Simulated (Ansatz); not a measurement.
# Mg(0001) with 2 thermally displaced layers, 2x2: scattering by thermal displacements, part 2 of 2

How much do lattice vibrations at 300 K scatter the electrons of Mg? Layers with random displacements are laid between perfect leads, and the resistance is followed against their length.

Ansatz 0.2.0; Ansatz plane-wave DFT, PBE, PAW files; ballistic transport by layer matching (Landauer), zero bias; PAW set soft_1.

So far, open channels per spin nearest the Fermi level: step 2 (with 2 displaced layers) 3.77.

## 3. With 6 displaced layers

Each atom of 6 layers is moved at random, by amounts drawn from a normal law 0.1085 Å wide in each direction from the Debye model (400 K) at 300 K. A fresh draw is used; the growth of the resistance with length is what counts.

System of this step: Mg(0001) with 6 thermally displaced layers, 2x2. The cell holds 64 atoms: 64 Mg. Cell: a = 6.419 Å, b = 6.419 Å, c = 41.683 Å, α = 90.0°, β = 90.0°, γ = 120.0°. It derives from Mg. Regions: lead, 40 atoms (40 Mg); scattering region, 24 atoms (24 Mg). The structure is stacked along c, and the current runs across the ab planes.

The input, input.yaml:

```yaml
crystal:
  lattice:
    - [6.41854, 0.0, 0.0]
    - [-3.20927, 5.5586186952, 0.0]
    - [0.0, 0.0, 41.68264]
  atoms:
    - { symbol: Mg, position: [0.1666666667, 0.3333333333, 0.03125] }
    - { symbol: Mg, position: [0.1666666667, 0.8333333333, 0.03125] }
    - { symbol: Mg, position: [0.6666666667, 0.3333333333, 0.03125] }
    - { symbol: Mg, position: [0.6666666667, 0.8333333333, 0.03125] }
    - { symbol: Mg, position: [0.3333333333, 0.1666666667, 0.09375] }
    - { symbol: Mg, position: [0.3333333333, 0.6666666667, 0.09375] }
    - { symbol: Mg, position: [0.8333333333, 0.1666666667, 0.09375] }
    - { symbol: Mg, position: [0.8333333333, 0.6666666667, 0.09375] }
    - { symbol: Mg, position: [0.1666666667, 0.3333333333, 0.15625] }
    - { symbol: Mg, position: [0.1666666667, 0.8333333333, 0.15625] }
    - { symbol: Mg, position: [0.6666666667, 0.3333333333, 0.15625] }
    - { symbol: Mg, position: [0.6666666667, 0.8333333333, 0.15625] }
    - { symbol: Mg, position: [0.3333333333, 0.1666666667, 0.21875] }
    - { symbol: Mg, position: [0.3333333333, 0.6666666667, 0.21875] }
    - { symbol: Mg, position: [0.8333333333, 0.1666666667, 0.21875] }
    - { symbol: Mg, position: [0.8333333333, 0.6666666667, 0.21875] }
    - { symbol: Mg, position: [0.1666666667, 0.3333333333, 0.28125] }
    - { symbol: Mg, position: [0.1666666667, 0.8333333333, 0.28125] }
    - { symbol: Mg, position: [0.6666666667, 0.3333333333, 0.28125] }
    - { symbol: Mg, position: [0.6666666667, 0.8333333333, 0.28125] }
    - { symbol: Mg, position: [0.3495226592, 0.1685016472, 0.3418147415] }
    - { symbol: Mg, position: [0.3132858562, 0.657732538, 0.3443231472] }
    - { symbol: Mg, position: [0.8142258234, 0.16258387, 0.3433355523] }
    - { symbol: Mg, position: [0.8445704468, 0.6708564941, 0.3446750017] }
    - { symbol: Mg, position: [0.1543497221, 0.3308034676, 0.4082906143] }
    - { symbol: Mg, position: [0.1796233802, 0.8087582431, 0.410190601] }
    - { symbol: Mg, position: [0.6970417321, 0.3485833721, 0.4069383531] }
    - { symbol: Mg, position: [0.6755894626, 0.8617917327, 0.4113523677] }
    - { symbol: Mg, position: [0.3766217596, 0.19233554, 0.4696802275] }
    - { symbol: Mg, position: [0.3128650137, 0.6665797286, 0.4704587424] }
    - { symbol: Mg, position: [0.8154115743, 0.1743788628, 0.4698688947] }
    - { symbol: Mg, position: [0.8335428001, 0.6435544417, 0.4670276505] }
    - { symbol: Mg, position: [0.1478729719, 0.3105005366, 0.5357774107] }
    - { symbol: Mg, position: [0.161494524, 0.8397543322, 0.53057696] }
    - { symbol: Mg, position: [0.7063186917, 0.3591048198, 0.5328985572] }
    - { symbol: Mg, position: [0.6299273347, 0.8343488617, 0.5330295708] }
    - { symbol: Mg, position: [0.3442735141, 0.1546060384, 0.598492524] }
    - { symbol: Mg, position: [0.3045573659, 0.6537546217, 0.596183847] }
    - { symbol: Mg, position: [0.8537043949, 0.2057503975, 0.5942406977] }
    - { symbol: Mg, position: [0.8189453782, 0.6592971875, 0.5909098494] }
    - { symbol: Mg, position: [0.1512217095, 0.3456380298, 0.6577627199] }
    - { symbol: Mg, position: [0.1811848885, 0.8186045484, 0.6606465876] }
    - { symbol: Mg, position: [0.6771738561, 0.3640634458, 0.6551234992] }
    - { symbol: Mg, position: [0.6566721224, 0.838208773, 0.6589347752] }
    - { symbol: Mg, position: [0.3333333333, 0.1666666667, 0.71875] }
    - { symbol: Mg, position: [0.3333333333, 0.6666666667, 0.71875] }
    - { symbol: Mg, position: [0.8333333333, 0.1666666667, 0.71875] }
    - { symbol: Mg, position: [0.8333333333, 0.6666666667, 0.71875] }
    - { symbol: Mg, position: [0.1666666667, 0.3333333333, 0.78125] }
    - { symbol: Mg, position: [0.1666666667, 0.8333333333, 0.78125] }
    - { symbol: Mg, position: [0.6666666667, 0.3333333333, 0.78125] }
    - { symbol: Mg, position: [0.6666666667, 0.8333333333, 0.78125] }
    - { symbol: Mg, position: [0.3333333333, 0.1666666667, 0.84375] }
    - { symbol: Mg, position: [0.3333333333, 0.6666666667, 0.84375] }
    - { symbol: Mg, position: [0.8333333333, 0.1666666667, 0.84375] }
    - { symbol: Mg, position: [0.8333333333, 0.6666666667, 0.84375] }
    - { symbol: Mg, position: [0.1666666667, 0.3333333333, 0.90625] }
    - { symbol: Mg, position: [0.1666666667, 0.8333333333, 0.90625] }
    - { symbol: Mg, position: [0.6666666667, 0.3333333333, 0.90625] }
    - { symbol: Mg, position: [0.6666666667, 0.8333333333, 0.90625] }
    - { symbol: Mg, position: [0.3333333333, 0.1666666667, 0.96875] }
    - { symbol: Mg, position: [0.3333333333, 0.6666666667, 0.96875] }
    - { symbol: Mg, position: [0.8333333333, 0.1666666667, 0.96875] }
    - { symbol: Mg, position: [0.8333333333, 0.6666666667, 0.96875] }
kpoints:
  mp_grid: { grid: [4, 4, 1] }
hamiltonian:
  xc: pbe
  pseudopotentials: { kind: paw, azcp: { folder: soft_1 } }
scf:
  occupations: { method: fermi_dirac, width: 0.1 }
output:
  transmission: { leads: [[0, 8]], kmesh: [8, 8], e_range: [-0.05, 0.05], de: 0.05 }
  write_potential: true
  write_density: true
  volumetric_format: npy
```

Launch:

```console
$ ansatz run input.yaml --threads 4 --pin off --max-ram 15360MiB --backend cpu --events-out ev --progress --plain --runs-dir out
```

Numbers of over 12 decimals in the logs are rounded to 6 here.

Log:

```text
[...]
Crystal: 64 atoms, lattice volume = 1487.162 Å³
Basis set: ecut = 420 eV, 29155 PW (Γ)
Bands: 384, of which v1, the nominal top of the filled ones, is band 320 counted from 1 (319 counted from 0)
Symmetry: 1 space group operations
[...]
k-points: 10 of 16 (time reversal used)
[...]
SCF iter   1: F=—  HF=-123123.699928 eV  |F-HF|=—  |Δ(HF+E_count)|=         —  Δρ=1.35e-2  dr2=4.15e0  ethr=3.10e-3  ⟨swp⟩=8.5  Hψ=15497  notcnv=0  defer=26
[...]
SCF iter   9: F=-123123.193014 eV  HF=-123123.193014 eV  |F-HF|=1.20e-8  |Δ(HF+E_count)|=   8.86e-9  Δρ=4.88e-7  dr2=1.23e-8  ethr=1.56e-11  ⟨swp⟩=2.0  Hψ=7080  notcnv=0
SCF 1 converged in 9 iterations: F = -123123.193014 eV  dr2 = 1.23e-8
[...]
transmission: 222 of 2210 steps passed
transmission: 442 of 2210 steps passed
[...]
transmission: 2210 of 2210 steps passed
SCF converged after 9 iterations
Free energy (F): -123123.193014 eV
[...]
Internal energy: -123122.550681 eV  (E = F + TS)
E sigma→0 (E₀):  -123122.871847 eV
Entropy (-TS):   -0.642333 eV (-10.036 meV/atom)
Fermi energy:    5.512634 eV
[...]
--- Band table (eV; the first three rows and the last of 10) ---
  k-point 0: bands = [... 316 lower, 4.4019, 4.4199, 4.4409, 4.4523, 4.4710, 5.0414, 5.0531, 5.0580, ... 60 higher]
  k-point 1: bands = [... 316 lower, 4.9848, 5.0244, 5.2545, 5.2700, 5.6546, 5.6749, 5.6812, 5.6850, ... 60 higher]
  k-point 2: bands = [... 316 lower, 5.9948, 6.0305, 6.0387, 6.0734, 6.4626, 6.4925, 6.5074, 6.5691, ... 60 higher]
  k-point 9: bands = [... 316 lower, 5.9630, 6.0075, 6.0429, 6.0702, 6.4349, 6.4802, 6.4873, 6.5691, ... 60 higher]
--- Transmission ---
  basis      : 313 plane waves across, 65 finite elements along
  points     : 34, standing for a mesh of 8 x 8
[...]
channels       : 3.765625e0 a spin
[...]
junction   : crystal 0 to crystal 0, 0.70 to 37.17 Å
    transmission   : 3.477352e0 a spin
[...]
```

Elapsed: 11 min, on 4 threads of AMD EPYC 7R13 (Zen 3), shared host; peak memory 9.6 GiB.

Numbers from this step:

| Quantity | Value |
| --- | --- |
| free energy | -123123.1930 eV |
| energy at zero smearing | -123122.8718 eV |
| Fermi energy | 5.513 eV |
| transmission per spin nearest the Fermi level | 3.477 |
| step of the lead's potential | 7.8 meV |

Per spin. Transmission, zone mean against energy, zero at the Fermi level:

```
energy (eV)  transmission, zone mean
    -0.0500                     3.43
     0.0000                     3.48
     0.0500                     3.43
```

Over the solved energies the transmission per spin lies between 3.43 and 3.48, out of 3.77 channels of the lead on average (up to 3.77).

## 4. With 10 displaced layers

Each atom of 10 layers is moved at random, by amounts drawn from a normal law 0.1085 Å wide in each direction from the Debye model (400 K) at 300 K. A fresh draw is used; the growth of the resistance with length is what counts.

System of this step: Mg(0001) with 10 thermally displaced layers, 2x2. The cell holds 80 atoms: 80 Mg. Its edges and angles: a = 6.419 Å, b = 6.419 Å, c = 52.103 Å, α = 90.0°, β = 90.0°, γ = 120.0°. It derives from Mg. Regions: lead, 40 atoms (40 Mg); scattering region, 40 atoms (40 Mg). The structure is stacked along c, and the current runs across the ab planes.

The input, input.yaml:

```yaml
crystal:
  lattice:
    - [6.41854, 0.0, 0.0]
    - [-3.20927, 5.5586186952, 0.0]
    - [0.0, 0.0, 52.1033]
  atoms:
    - { symbol: Mg, position: [0.1666666667, 0.3333333333, 0.025] }
    - { symbol: Mg, position: [0.1666666667, 0.8333333333, 0.025] }
    - { symbol: Mg, position: [0.6666666667, 0.3333333333, 0.025] }
    - { symbol: Mg, position: [0.6666666667, 0.8333333333, 0.025] }
    - { symbol: Mg, position: [0.3333333333, 0.1666666667, 0.075] }
    - { symbol: Mg, position: [0.3333333333, 0.6666666667, 0.075] }
    - { symbol: Mg, position: [0.8333333333, 0.1666666667, 0.075] }
    - { symbol: Mg, position: [0.8333333333, 0.6666666667, 0.075] }
    - { symbol: Mg, position: [0.1666666667, 0.3333333333, 0.125] }
    - { symbol: Mg, position: [0.1666666667, 0.8333333333, 0.125] }
    - { symbol: Mg, position: [0.6666666667, 0.3333333333, 0.125] }
    - { symbol: Mg, position: [0.6666666667, 0.8333333333, 0.125] }
    - { symbol: Mg, position: [0.3333333333, 0.1666666667, 0.175] }
    - { symbol: Mg, position: [0.3333333333, 0.6666666667, 0.175] }
    - { symbol: Mg, position: [0.8333333333, 0.1666666667, 0.175] }
    - { symbol: Mg, position: [0.8333333333, 0.6666666667, 0.175] }
    - { symbol: Mg, position: [0.1666666667, 0.3333333333, 0.225] }
    - { symbol: Mg, position: [0.1666666667, 0.8333333333, 0.225] }
    - { symbol: Mg, position: [0.6666666667, 0.3333333333, 0.225] }
    - { symbol: Mg, position: [0.6666666667, 0.8333333333, 0.225] }
    - { symbol: Mg, position: [0.3303406369, 0.1552380132, 0.2722071451] }
    - { symbol: Mg, position: [0.3145485054, 0.6764782897, 0.2770609038] }
    - { symbol: Mg, position: [0.8200711711, 0.1456966595, 0.2768179572] }
    - { symbol: Mg, position: [0.8047311401, 0.652748636, 0.2762931608] }
    - { symbol: Mg, position: [0.1324020176, 0.3408746943, 0.323788835] }
    - { symbol: Mg, position: [0.1677750886, 0.8318557519, 0.3254208678] }
    - { symbol: Mg, position: [0.6709994972, 0.3185310815, 0.3279589459] }
    - { symbol: Mg, position: [0.6871744196, 0.8498017424, 0.327425625] }
    - { symbol: Mg, position: [0.3548839362, 0.1831418295, 0.3751574104] }
    - { symbol: Mg, position: [0.3078978783, 0.6640307868, 0.3733976207] }
    - { symbol: Mg, position: [0.8118062821, 0.1717112815, 0.3738160955] }
    - { symbol: Mg, position: [0.8057470864, 0.6463088338, 0.3755589315] }
    - { symbol: Mg, position: [0.1856356922, 0.35914574, 0.4249710251] }
    - { symbol: Mg, position: [0.1979625006, 0.8607034612, 0.4273950182] }
    - { symbol: Mg, position: [0.6386757215, 0.3573154156, 0.4257071991] }
    - { symbol: Mg, position: [0.6774528026, 0.8405791415, 0.4257970247] }
    - { symbol: Mg, position: [0.3352298338, 0.1596612117, 0.471040178] }
    - { symbol: Mg, position: [0.3236484636, 0.6509790141, 0.4772492509] }
    - { symbol: Mg, position: [0.8292668175, 0.1682959817, 0.4732308446] }
    - { symbol: Mg, position: [0.8245894568, 0.6664415584, 0.4719069667] }
    - { symbol: Mg, position: [0.1707141201, 0.3312629604, 0.5225309464] }
    - { symbol: Mg, position: [0.1311350727, 0.8433473494, 0.5243803334] }
    - { symbol: Mg, position: [0.6554029595, 0.3287239455, 0.5287824926] }
    - { symbol: Mg, position: [0.6666701942, 0.8350240128, 0.5219034315] }
    - { symbol: Mg, position: [0.3701331809, 0.1845746702, 0.5772217048] }
    - { symbol: Mg, position: [0.3430850412, 0.6845584074, 0.5757724317] }
    - { symbol: Mg, position: [0.8422131032, 0.163696086, 0.5719308868] }
    - { symbol: Mg, position: [0.8318408341, 0.6288991269, 0.574500374] }
    - { symbol: Mg, position: [0.1530319736, 0.3129782514, 0.6262767214] }
    - { symbol: Mg, position: [0.1590168769, 0.8248063121, 0.6260824792] }
    - { symbol: Mg, position: [0.672166212, 0.3604441606, 0.6257318436] }
    - { symbol: Mg, position: [0.6396741815, 0.7953841671, 0.6222768333] }
    - { symbol: Mg, position: [0.3512107524, 0.1656789505, 0.6744104417] }
    - { symbol: Mg, position: [0.3485923822, 0.6416312574, 0.6737804703] }
    - { symbol: Mg, position: [0.8310671499, 0.1781111, 0.6736183043] }
    - { symbol: Mg, position: [0.8072993394, 0.6353365332, 0.6765187422] }
    - { symbol: Mg, position: [0.1756441843, 0.3240351664, 0.7253401268] }
    - { symbol: Mg, position: [0.1402118375, 0.8241242409, 0.7278693412] }
    - { symbol: Mg, position: [0.6915084281, 0.378428199, 0.7233608092] }
    - { symbol: Mg, position: [0.6745675301, 0.8295173498, 0.7261782164] }
    - { symbol: Mg, position: [0.3333333333, 0.1666666667, 0.775] }
    - { symbol: Mg, position: [0.3333333333, 0.6666666667, 0.775] }
    - { symbol: Mg, position: [0.8333333333, 0.1666666667, 0.775] }
    - { symbol: Mg, position: [0.8333333333, 0.6666666667, 0.775] }
    - { symbol: Mg, position: [0.1666666667, 0.3333333333, 0.825] }
    - { symbol: Mg, position: [0.1666666667, 0.8333333333, 0.825] }
    - { symbol: Mg, position: [0.6666666667, 0.3333333333, 0.825] }
    - { symbol: Mg, position: [0.6666666667, 0.8333333333, 0.825] }
    - { symbol: Mg, position: [0.3333333333, 0.1666666667, 0.875] }
    - { symbol: Mg, position: [0.3333333333, 0.6666666667, 0.875] }
    - { symbol: Mg, position: [0.8333333333, 0.1666666667, 0.875] }
    - { symbol: Mg, position: [0.8333333333, 0.6666666667, 0.875] }
    - { symbol: Mg, position: [0.1666666667, 0.3333333333, 0.925] }
    - { symbol: Mg, position: [0.1666666667, 0.8333333333, 0.925] }
    - { symbol: Mg, position: [0.6666666667, 0.3333333333, 0.925] }
    - { symbol: Mg, position: [0.6666666667, 0.8333333333, 0.925] }
    - { symbol: Mg, position: [0.3333333333, 0.1666666667, 0.975] }
    - { symbol: Mg, position: [0.3333333333, 0.6666666667, 0.975] }
    - { symbol: Mg, position: [0.8333333333, 0.1666666667, 0.975] }
    - { symbol: Mg, position: [0.8333333333, 0.6666666667, 0.975] }
kpoints:
  mp_grid: { grid: [4, 4, 1] }
hamiltonian:
  xc: pbe
  pseudopotentials: { kind: paw, azcp: { folder: soft_1 } }
scf:
  occupations: { method: fermi_dirac, width: 0.1 }
output:
  transmission: { leads: [[0, 8]], kmesh: [8, 8], e_range: [-0.05, 0.05], de: 0.05 }
  write_potential: true
  write_density: true
  volumetric_format: npy
```

Log:

```text
[...]
Crystal: 80 atoms, lattice volume = 1858.953 Å³
Basis set: ecut = 420 eV, 36475 PW (Γ)
Bands: 480, of which v1, the nominal top of the filled ones, is band 400 counted from 1 (399 counted from 0)
Symmetry: 1 space group operations
[...]
k-points: 10 of 16 (time reversal used)
[...]
SCF iter   1: F=—  HF=-153904.073396 eV  |F-HF|=—  |Δ(HF+E_count)|=         —  Δρ=1.36e-2  dr2=5.42e0  ethr=3.10e-3  ⟨swp⟩=8.7  Hψ=19854  notcnv=0  defer=55
[...]
SCF iter   9: F=-153903.398048 eV  HF=-153903.398048 eV  |F-HF|=2.03e-8  |Δ(HF+E_count)|=   1.97e-8  Δρ=5.12e-7  dr2=2.23e-8  ethr=1.25e-11  ⟨swp⟩=9.9  Hψ=15344  notcnv=0
SCF 1 converged in 9 iterations: F = -153903.398048 eV  dr2 = 2.23e-8
[...]
transmission: 282 of 2788 steps passed
transmission: 558 of 2788 steps passed
[...]
transmission: 2788 of 2788 steps passed
SCF converged after 9 iterations
Free energy (F): -153903.398048 eV
[...]
Internal energy: -153902.505336 eV  (E = F + TS)
E sigma→0 (E₀):  -153902.951692 eV
Entropy (-TS):   -0.892712 eV (-11.159 meV/atom)
Fermi energy:    5.483014 eV
[...]
--- Band table (eV; the first three rows and the last of 10) ---
  k-point 0: bands = [... 396 lower, 4.4061, 4.4474, 4.4594, 4.4714, 4.4825, 5.0079, 5.0351, 5.0378, ... 76 higher]
  k-point 1: bands = [... 396 lower, 4.9811, 5.0041, 5.4028, 5.4301, 5.4662, 5.4741, 5.5484, 5.5582, ... 76 higher]
  k-point 2: bands = [... 396 lower, 6.1210, 6.1683, 6.1907, 6.2216, 6.2437, 6.2629, 6.3128, 6.3312, ... 76 higher]
  k-point 9: bands = [... 396 lower, 6.1566, 6.1635, 6.1747, 6.1854, 6.2458, 6.2734, 6.3023, 6.3345, ... 76 higher]
--- Transmission ---
  basis      : 313 plane waves across, 82 finite elements along
  points     : 34, standing for a mesh of 8 x 8
[...]
channels       : 3.765625e0 a spin
[...]
junction   : crystal 0 to crystal 0, 0.70 to 47.59 Å
    transmission   : 3.284779e0 a spin
[...]
```

It took 14 min on 4 threads; peak memory 9.8 GiB; 53 min of CPU time.

This step gave:

* free energy: -153903.3980 eV
* energy at zero smearing: -153902.9517 eV
* Fermi energy: 5.483 eV
* transmission per spin nearest the Fermi level: 3.285
* step of the lead's potential: 2 meV

Per spin. The transmission, zone mean by energy, zero at the Fermi level:

| energy (eV) | transmission, zone mean |
| --- | --- |
| -0.0500 | 3.10 |
| 0.0000 | 3.28 |
| 0.0500 | 3.29 |

Over the solved energies the transmission per spin lies between 3.10 and 3.29, out of 3.70 channels of the lead on average (up to 3.77).

## 5. The fit

This step: Ansatz plane-wave DFT, PBE, PAW files; ballistic transport by layer matching (Landauer), zero bias; resistivity from the slope of the area resistance; PAW set soft_1 (Ansatz 0.2.0).

Numbers from this step:

```
resistivity           : 7.461 µΩ cm
intercept             : -0.007127 fΩ m²
scatter about the fit : 0.002838 fΩ m²
```

Resistance, by row:

| run | length (Å) | T | channels N | RA (fΩ m²) |
| --- | --- | --- | --- | --- |
| n2 | 5.21 | 3.646 | 3.734 | 0.02974 |
| n6 | 15.63 | 3.446 | 3.766 | 0.1135 |
| n10 | 26.05 | 3.223 | 3.703 | 0.1852 |

Table of area resistance by length of the displaced region:

| length of the displaced region (Å) | area resistance (fΩ m²) |
| --- | --- |
| 5.21 | 0.0297 |
| 15.63 | 0.114 |
| 26.05 | 0.185 |

The area resistance goes from 0.030 to 0.19 fΩ m² between 5.2 and 26.1 Å, a slope of 7.5 µΩ cm.

By hand from the end points: (0.1852 − 0.02974) fΩ m² / (26.05 − 5.21) Å = 7.5 µΩ cm, since 1 fΩ m² per Å is 1000 µΩ cm.

## 6. Outcome

```yaml
resistivity_from_the_slope: 7.46 µΩ cm
area_resistance_over_5p21_a: 0.0297 fΩ m²
area_resistance_over_15p6_a: 0.114 fΩ m²
area_resistance_over_26p1_a: 0.185 fΩ m²
```

**Reading.** The slope gives 7.5 µΩ cm. The points scatter by 0.0028 fΩ m² about the line, with one random draw a length in a 2x2 cell, so the slope is a rough value. The mean square of the displacements drawn is 0.73, 0.99 and 0.93 of the nominal one at the three lengths; with each resistance scaled back by that, the slope is 7.7 µΩ cm, the value used below. The lead's own channel count moves between the runs (3.73, 3.77 and 3.70), which shifts RA and the slope too. The current runs along the hexagonal axis, while the measured value below is not for that direction. Read with a model of isotropic scattering on a spherical Fermi surface and the lead's 0.81×10¹⁵ S/m², this slope means a mean free path near 141 Å; over these lengths the model's slope is 1.17 times its bulk resistivity, which would be 6.6 µΩ cm. Uncorrelated displacements put too much weight on short waves, which scatter strongly; with the sideways repeat of a small cell, one draw and three short lengths, the method is good to a factor of two or three. The measured value is 4.51 µΩ cm (CRC Handbook of Chemistry and Physics, 84th ed., 2003, Electrical Resistivity of Pure Metals); the scaled slope is 1.7 times that and the corrected value 1.5: clearly high.

[Logs are printed without paths, hosts, clocks, repeated set-up lines and the standing remarks that a program may print on its own settings, such as how far it seeks lower states.]

[Hosts, paths, dates, database ids (printed as entryN), source tags and the programs' standing remarks are cut or masked in the printed files.]
